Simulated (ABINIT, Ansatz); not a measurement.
# TlGaF6 (R-3): bands and cutoff in G0W0 with ABINIT

What does each rung of G0W0 on TlGaF6 (R-3) cost, and what does it buy?

Method: PBEsol and many-body steps on it, plane waves, in ABINIT 10.8.3.

## (1) The structure

It takes space group R-3 (No. 148, trigonal). The conventional cell has a = 5.097 Å, b = 5.097 Å, c = 14.189 Å, α = 90.00°, β = 90.00°, γ = 120.00°. Nearest to Tl lie 6 F at 2.18 Å. Nearest to Ga lie 6 F at 1.90 Å. Nearest to F lie 1 Ga at 1.90 Å and 1 Tl at 2.18 Å. Farther neighbours and most contacts between anions are not listed.

The cell and positions are those that the Materials Project relaxed with its own functionals (PBE, PBE+U or r2SCAN), kept fixed. Spin-orbit coupling is left out unless a step names it.

## (2) Empty states on the mesh, 2×2×2 mesh, 234 bands

This step: ABINIT 10.8.3; DFT, PBEsol, plane waves, norm-conserving pseudopotentials.

The sums over transitions need many empty states on a uniform mesh; this step solves for them.

The input, run.abi:

```
acell 3*1.0 Angstrom
rprim 
  2.548402435337 1.471320832068 4.729815620893
  -2.548402435337 1.471320832068 4.729815620893
  0.000000000000 -2.942641664067 4.729815620914
ntypat 3
znucl 81 31 9
natom 8
typat 1 2 3 3 3 3 3 3
xred 
  0.000000000000 0.000000000000 0.000000000000
  0.500000000000 0.500000000000 0.500000000000
  0.879432130000 0.580450270000 0.272523150000
  0.580450270000 0.272523150000 0.879432130000
  0.272523150000 0.879432130000 0.580450270000
  0.419549730000 0.727476850000 0.120567870000
  0.727476850000 0.120567870000 0.419549730000
  0.120567870000 0.419549730000 0.727476850000
pp_dirpath "pseudos"
pseudos "Tl.upf, Ga.upf, F.upf"
ecut 45
ngkpt 2 2 2
nshiftk 1
shiftk 0 0 0
kptopt 1
chksymbreak 0
iscf -2
irdden 1
istwfk *1
nband 234
nbdbuf 20
tolwfr 1e-09
nstep 60
prtvol 0
indata_prefix "in"
outdata_prefix "out"
tmpdata_prefix "tmp"
```

Launch:

```
> OMP_NUM_THREADS=1 mpirun -n 4 abinit run.abi > log
```

Numbers of over 12 decimals in the logs are rounded to 6 here.

The log of the run:

```text
.Version 10.8.3 of ABINIT. v10.8.2 released Aug 2026.

 Symmetries : space group R-3 (#148); Bravais hR (rhombohedral)
[... echo of the input left out ...]
== DATASET  1 ==================================================================
-   mpi_nproc: 4, omp_nthreads: 1 (-1 if OMP is not activated)

--- !DatasetInfo
iteration_state: {dtset: 1, }
dimensions: {natom: 8, nkpt: 4, mband: 234, nsppol: 1, nspinor: 1, nspden: 1, mpw: 10406, }
cutoff_energies: {ecut:  45.0, pawecutdg:  -1.0, }
[...]
2.89235    2.90059    2.90059    2.91170    2.98688    2.98688    3.00558    3.00652
   3.01620    3.02031    3.02032    3.07839    3.07848    3.10029    3.10092    3.12116
   3.12326    3.15189
 prteigrs : prtvol=0 or 1, do not print more k-points.

== END DATASET(S) ==============================================================
================================================================================

 -outvars: echo values of variables after computation  --------
            nband         234
             nkpt           4
          spgroup         148
 [... the other variables as echoed above ...]

 Calculation completed.
```

It took 1.9 min on 4 MPI ranks of Arm Neoverse V1, shared host; peak memory 0.53 GiB; 7.6 min of CPU time.

This step gave:

| Quantity | Value |
| --- | --- |
| gap | 2.868 eV |
| k of the valence top | 0.5, 0.5, 0 |
| k of the conduction bottom | 0, 0, 0 |
| least direct gap | 2.993 eV |
| k points computed | 4 |
| lowest point of the top converged band, above the valence top | 77.2343 eV |

On this mesh the gap is 2.868 eV.

The density comes from a self-consistent run that is not shown.

## (3) Screening, 2×2×2 mesh, 63 bands, screening to 62.6 eV

The RPA dielectric matrix is built and inverted for each q.

This step: RPA screening on PBEsol, plane waves, norm-conserving pseudopotentials.

Changes to run.abi since step 2:

```diff
@@ -26,10 +26,11 @@
 chksymbreak 0
-iscf -2
-irdden 1
 istwfk *1
-nband 234
-nbdbuf 20
-tolwfr 1e-09
-nstep 60
-prtvol 0
+occopt 1
+irdwfk 1
+optdriver 3
+nband 63
+ecuteps 2.3
+inclvkb 2
+awtr 1
+symchi 1
 indata_prefix "in"
```

The log of the run:

```text
.Version 10.8.3 of ABINIT. v10.8.2 released Aug 2026.

 Symmetries : space group R-3 (#148); Bravais hR (rhombohedral)
[... echo of the input left out ...]
== DATASET  1 ==================================================================
-   mpi_nproc: 4, omp_nthreads: 1 (-1 if OMP is not activated)

--- !DatasetInfo
iteration_state: {dtset: 1, }
dimensions: {natom: 8, nkpt: 4, mband: 63, nsppol: 1, nspinor: 1, nspden: 1, mpw: 10406, }
cutoff_energies: {ecut:  45.0, pawecutdg:  -1.0, }
electrons: {nelect:   8.40000000E+01, charge:   0.00000000E+00, occopt:   1.00000000E+00, tsmear:   1.00000000E-02, }

 SCREENING: Calculation of the susceptibility and dielectric matrices

 Based on a program developped by R.W. Godby, V. Olevano, G. Onida, and L. Reining.
 Incorporated in ABINIT by V. Olevano, G.-M. Rignanese, and M. Torrent.
.Using double precision arithmetic ; gwpc =  8

[... cell and pseudopotentials left out ...]
--------------------------------------------------------------------------------

 ==== K-mesh for the wavefunctions ====
 Number of points in the irreducible wedge :     4
[... list of points left out ...]
 Together with  6 symmetry operations and time-reversal symmetry
 yields     8 points in the full Brillouin Zone.

 ==== Q-mesh for the screening function ====
 Number of points in the irreducible wedge :     4
[... list of points left out ...]
 Together with  6 symmetry operations and time-reversal symmetry
 yields     8 points in the full Brillouin Zone.

 setmesh: FFT mesh size selected  =    40x   40x   40
          total number of points  =        64000

 vcoul_init : cutoff-mode = AUXILIARY_FUNCTION
 q-points for optical limit:   1
     1)      0.000010    0.000020    0.000030

- screening: taking advantage of time-reversal symmetry
- Maximum band index for partially occupied states nbvw = 42
- Remaining bands to be divided among processors   nbcw = 21
- Number of bands treated by each node ~5

 Number of electrons calculated from density =   84.0000; Expected =   84.0000
 average of density, n =  0.116980
 r_s =    1.2684
 omega_plasma =   32.9922 [eV]

 calculating chi0 at frequencies [eV] :
  1    0.000000E+00    0.000000E+00
  2    0.000000E+00    3.299222E+01

--------------------------------------------------------------------------------
  q-point number  1        q = ( 0.000000, 0.000000, 0.000000) [r.l.u.]
--------------------------------------------------------------------------------
[... chi0 elements left out ...]
 For q-point:  0.000010 0.000020 0.000030
  dielectric constant =   2.6581
  dielectric constant without local fields =   2.7624

  Average fulfillment of the sum rule on Im[epsilon] for q-point    1 :     11.44  [%]
[... wings left out ...]
  q-point number  2        q = ( 0.500000, 0.000000, 0.000000) [r.l.u.]
--------------------------------------------------------------------------------
[... chi0 elements left out ...]
  Average fulfillment of the sum rule on Im[epsilon] for q-point    2 :     15.43  [%]

 [... 2 further q-points ...]
```

It took 18 s on 4 MPI ranks; peak memory 1.6 GiB; 73 s of CPU time.

Numbers from this step:

* ε∞ with local fields, on this mesh, along the program's q direction: 2.658
* the same without local fields: 2.762
* plasma frequency: 32.99 eV
* plane waves in the screening matrix: 121

Local fields lower ε∞ by 4 %. On a Γ-centred mesh this coarse the value itself is usually too large, while a short band sum pulls it down.

## (4) 63 bands, 62.6 eV

The self-energy is evaluated for the states that the input lists, and the levels follow from it, in one-shot runs by the linearised quasiparticle equation.

This step: G0W0 on PBEsol, plane waves, norm-conserving pseudopotentials.

Changes to run.abi since step 3:

```diff
@@ -29,8 +29,17 @@
 irdwfk 1
-optdriver 3
+optdriver 4
 nband 63
+gwcalctyp 0
+ecutsigx 45
+symsigma 1
+nkptgw 2
+kptgw 
+  0.5000000000 0.5000000000 0.0000000000
+  0.0000000000 0.0000000000 0.0000000000
+bdgw 
+  41 44
+  41 44
 ecuteps 2.3
-inclvkb 2
-awtr 1
-symchi 1
+irdscr 1
+ppmodel 1
 indata_prefix "in"
```

The log of the run:

```text
.Version 10.8.3 of ABINIT. v10.8.2 released Aug 2026.

 Symmetries : space group R-3 (#148); Bravais hR (rhombohedral)
[... echo of the input left out ...]
== DATASET  1 ==================================================================
-   mpi_nproc: 4, omp_nthreads: 1 (-1 if OMP is not activated)

--- !DatasetInfo
iteration_state: {dtset: 1, }
dimensions: {natom: 8, nkpt: 4, mband: 63, nsppol: 1, nspinor: 1, nspden: 1, mpw: 10406, }
cutoff_energies: {ecut:  45.0, pawecutdg:  -1.0, }
electrons: {nelect:   8.40000000E+01, charge:   0.00000000E+00, occopt:   1.00000000E+00, tsmear:   1.00000000E-02, }

 SIGMA: Calculation of the GW corrections

 Based on a program developped by R.W. Godby, V. Olevano, G. Onida, and L. Reining.
 Incorporated in ABINIT by V. Olevano, G.-M. Rignanese, and M. Torrent.
.Using double precision arithmetic ; gwpc =  8

[... cell and pseudopotentials left out ...]
--------------------------------------------------------------------------------

 ==== K-mesh for the wavefunctions ====
 Number of points in the irreducible wedge :     4
[... list of points left out ...]
 Together with  6 symmetry operations and time-reversal symmetry
 yields     8 points in the full Brillouin Zone.

 ==== Q-mesh for screening function ====
 Number of points in the irreducible wedge :     4
[... list of points left out ...]
 Together with  6 symmetry operations and time-reversal symmetry
 yields     8 points in the full Brillouin Zone.

 vcoul_init : cutoff-mode = AUXILIARY_FUNCTION
 q-points for optical limit:   1
     1)      0.000010    0.000020    0.000030
 setmesh: FFT mesh size selected  =    64x   64x   64
          total number of points  =       262144

 Number of electrons calculated from density =   84.0000; Expected =   84.0000
 average of density, n =  0.116980
 r_s =    1.2684
 omega_plasma =   32.9922 [eV]

 === KS Band Gaps ===
  >>>> For spin  1
   Minimum direct gap =   2.9933 [eV], located at k-point      :   0.0000  0.0000  0.0000
   Fundamental gap    =   2.8674 [eV], Top of valence bands at :   0.5000  0.5000  0.0000
                                       Bottom of conduction at :   0.0000  0.0000  0.0000
 SIGMA fundamental parameters:
 PLASMON POLE MODEL  1
 number of plane-waves for SigmaX                10329
 number of plane-waves for SigmaC and W            121
 number of plane-waves for wavefunctions         10329
 number of bands                                    63
 number of independent spin polarizations            1
 number of spinorial components                      1
 number of k-points in IBZ                           4
 number of q-points in IBZ                           4
 number of symmetry operations                       6
 number of k-points in BZ                            8
 number of q-points in BZ                            8
 number of frequencies for dSigma/dE                 9
 frequency step for dSigma/dE [eV]                0.25
 number of omega for Sigma on real axis              0
 max omega for Sigma on real axis  [eV]           0.00
 zcut for avoiding poles [eV]                     0.10

 EPSILON^-1 parameters (SCR file):
 dimension of the eps^-1 matrix on file            121
 dimension of the eps^-1 matrix used               121
 number of plane-waves for wavefunctions         10329
 number of bands                                    63
 number of q-points in IBZ                           4
 number of frequencies                               2
 number of real frequencies                          1
 number of imag frequencies                          1

 matrix elements of self-energy operator (all in [eV])

 Perturbative Calculation

--- !SelfEnergy_ee
iteration_state: {dtset: 1, }
kpoint     : [   0.500,    0.500,    0.000, ]
spin       : 1
KS_gap     :    4.582
QP_gap     :    8.532
Delta_QP_KS:    3.950
data: !SigmaeeData |
     Band     E0 <VxcDFT>   SigX SigC(E0)      Z dSigC/dE  Sig(E)    E-E0       E
       41   0.188 -23.270 -30.224   5.235   0.780  -0.282 -24.610  -1.341  -1.152
       42   0.271 -23.302 -30.214   5.237   0.780  -0.283 -24.608  -1.306  -1.035
       43   4.853 -19.533 -15.090  -1.296   0.840  -0.190 -16.890   2.644   7.497
       44   9.050 -19.590 -13.429  -2.399   0.835  -0.198 -16.450   3.140  12.190

--- !SelfEnergy_ee
iteration_state: {dtset: 1, }
kpoint     : [   0.000,    0.000,    0.000, ]
spin       : 1
KS_gap     :    2.993
QP_gap     :    6.479
Delta_QP_KS:    3.485
data: !SigmaeeData |
     Band     E0 <VxcDFT>   SigX SigC(E0)      Z dSigC/dE  Sig(E)    E-E0       E
       41   0.145 -23.288 -30.141   5.175   0.781  -0.281 -24.598  -1.310  -1.164
       42   0.145 -23.288 -30.141   5.175   0.781  -0.281 -24.598  -1.310  -1.164
       43   3.139 -16.934 -13.086  -1.291   0.851  -0.175 -14.759   2.176   5.314
       44   9.527 -19.525 -13.111  -2.491   0.838  -0.193 -16.237   3.288  12.816

== END DATASET(S) ==============================================================
================================================================================

 -outvars: echo values of variables after computation  --------
           etotal      0.0000000000E+00
            nband          63
             nkpt           4
          spgroup         148
 [... the other variables as echoed above ...]

 Calculation completed.
```

Wall time 6.7 s (4 MPI ranks); peak memory 1.2 GiB.

Numbers from this step:

```yaml
g0w0_gap_on_the_points_computed: 6.349 eV
starting_gap_on_the_mesh: 2.868 eV
k_of_the_valence_top: 0.5, 0.5, 0
k_of_the_conduction_bottom: 0, 0, 0
z_at_the_valence_top: 0.78
z_at_the_conduction_bottom: 0.851
least_direct_g0w0_gap_on_the_computed_points: 6.478 eV
```

The gap on the mesh goes from 2.87 eV to 6.35 eV, a correction of +3.48 eV.

## (5) Screening, 2×2×2 mesh, 112 bands, screening to 114.3 eV

This step: RPA screening on PBEsol, plane waves, norm-conserving pseudopotentials.

Changes to run.abi since step 4:

```diff
@@ -29,17 +29,8 @@
 irdwfk 1
-optdriver 4
-nband 63
-gwcalctyp 0
-ecutsigx 45
-symsigma 1
-nkptgw 2
-kptgw 
-  0.5000000000 0.5000000000 0.0000000000
-  0.0000000000 0.0000000000 0.0000000000
-bdgw 
-  41 44
-  41 44
-ecuteps 2.3
-irdscr 1
-ppmodel 1
+optdriver 3
+nband 112
+ecuteps 4.2
+inclvkb 2
+awtr 1
+symchi 1
 indata_prefix "in"
```

The log of the run:

```text
.Version 10.8.3 of ABINIT. v10.8.2 released Aug 2026.

 Symmetries : space group R-3 (#148); Bravais hR (rhombohedral)
[... echo of the input left out ...]
== DATASET  1 ==================================================================
-   mpi_nproc: 4, omp_nthreads: 1 (-1 if OMP is not activated)

--- !DatasetInfo
iteration_state: {dtset: 1, }
dimensions: {natom: 8, nkpt: 4, mband: 112, nsppol: 1, nspinor: 1, nspden: 1, mpw: 10406, }
cutoff_energies: {ecut:  45.0, pawecutdg:  -1.0, }
electrons: {nelect:   8.40000000E+01, charge:   0.00000000E+00, occopt:   1.00000000E+00, tsmear:   1.00000000E-02, }

 SCREENING: Calculation of the susceptibility and dielectric matrices

 Based on a program developped by R.W. Godby, V. Olevano, G. Onida, and L. Reining.
 Incorporated in ABINIT by V. Olevano, G.-M. Rignanese, and M. Torrent.
.Using double precision arithmetic ; gwpc =  8

[... cell and pseudopotentials left out ...]
--------------------------------------------------------------------------------

 ==== K-mesh for the wavefunctions ====
 Number of points in the irreducible wedge :     4
[... list of points left out ...]
 Together with  6 symmetry operations and time-reversal symmetry
 yields     8 points in the full Brillouin Zone.

 ==== Q-mesh for the screening function ====
 Number of points in the irreducible wedge :     4
[... list of points left out ...]
 Together with  6 symmetry operations and time-reversal symmetry
 yields     8 points in the full Brillouin Zone.

 setmesh: FFT mesh size selected  =    45x   45x   45
          total number of points  =        91125

 vcoul_init : cutoff-mode = AUXILIARY_FUNCTION
 q-points for optical limit:   1
     1)      0.000010    0.000020    0.000030

- screening: taking advantage of time-reversal symmetry
- Maximum band index for partially occupied states nbvw = 42
- Remaining bands to be divided among processors   nbcw = 70
- Number of bands treated by each node ~17

 Number of electrons calculated from density =   84.0000; Expected =   84.0000
 average of density, n =  0.116980
 r_s =    1.2684
 omega_plasma =   32.9922 [eV]

 calculating chi0 at frequencies [eV] :
  1    0.000000E+00    0.000000E+00
  2    0.000000E+00    3.299222E+01

--------------------------------------------------------------------------------
  q-point number  1        q = ( 0.000000, 0.000000, 0.000000) [r.l.u.]
--------------------------------------------------------------------------------
[... chi0 elements left out ...]
 For q-point:  0.000010 0.000020 0.000030
  dielectric constant =   2.8092
  dielectric constant without local fields =   2.9912

  Average fulfillment of the sum rule on Im[epsilon] for q-point    1 :     31.12  [%]
[... wings left out ...]
  q-point number  2        q = ( 0.500000, 0.000000, 0.000000) [r.l.u.]
--------------------------------------------------------------------------------
[... chi0 elements left out ...]
  Average fulfillment of the sum rule on Im[epsilon] for q-point    2 :     36.72  [%]

 [... 2 further q-points ...]
```

It took 56 s on 4 MPI ranks; peak memory 2.2 GiB; 3.8 min of CPU time.

This step gave:

```yaml
eps_infinity_with_local_fields_on_this_mesh_along_the_program_s_q_direction: 2.809
the_same_without_local_fields: 2.991
plasma_frequency: 32.99 eV
plane_waves_in_the_screening_matrix: 297
```

[end of part 1 of 2]

[Paths, hosts, dates, memory and timing lines, banners, echoed tables and standing remarks are left out of the program output.]

[Logs are printed without paths, hosts, clocks, repeated set-up lines and the standing remarks that a program may print on its own settings, such as how far it seeks lower states.]

[Runs of the session that timed out or met a known fault of the program may be left out.]

[Hosts, paths, dates, database ids (printed as entryN), source tags and the programs' standing remarks are cut or masked in the printed files.]

[G0W0 gaps are taken among the corrected bands and points alone; a level outside them can change the order at an edge.]

[Where Ansatz stands beside ABINIT at settings called matched, ABINIT's density can come from a denser mesh and the files from another edition; pairs whose starting gaps differed by over 0.03 eV were left out, so agreement reads better than it is.]
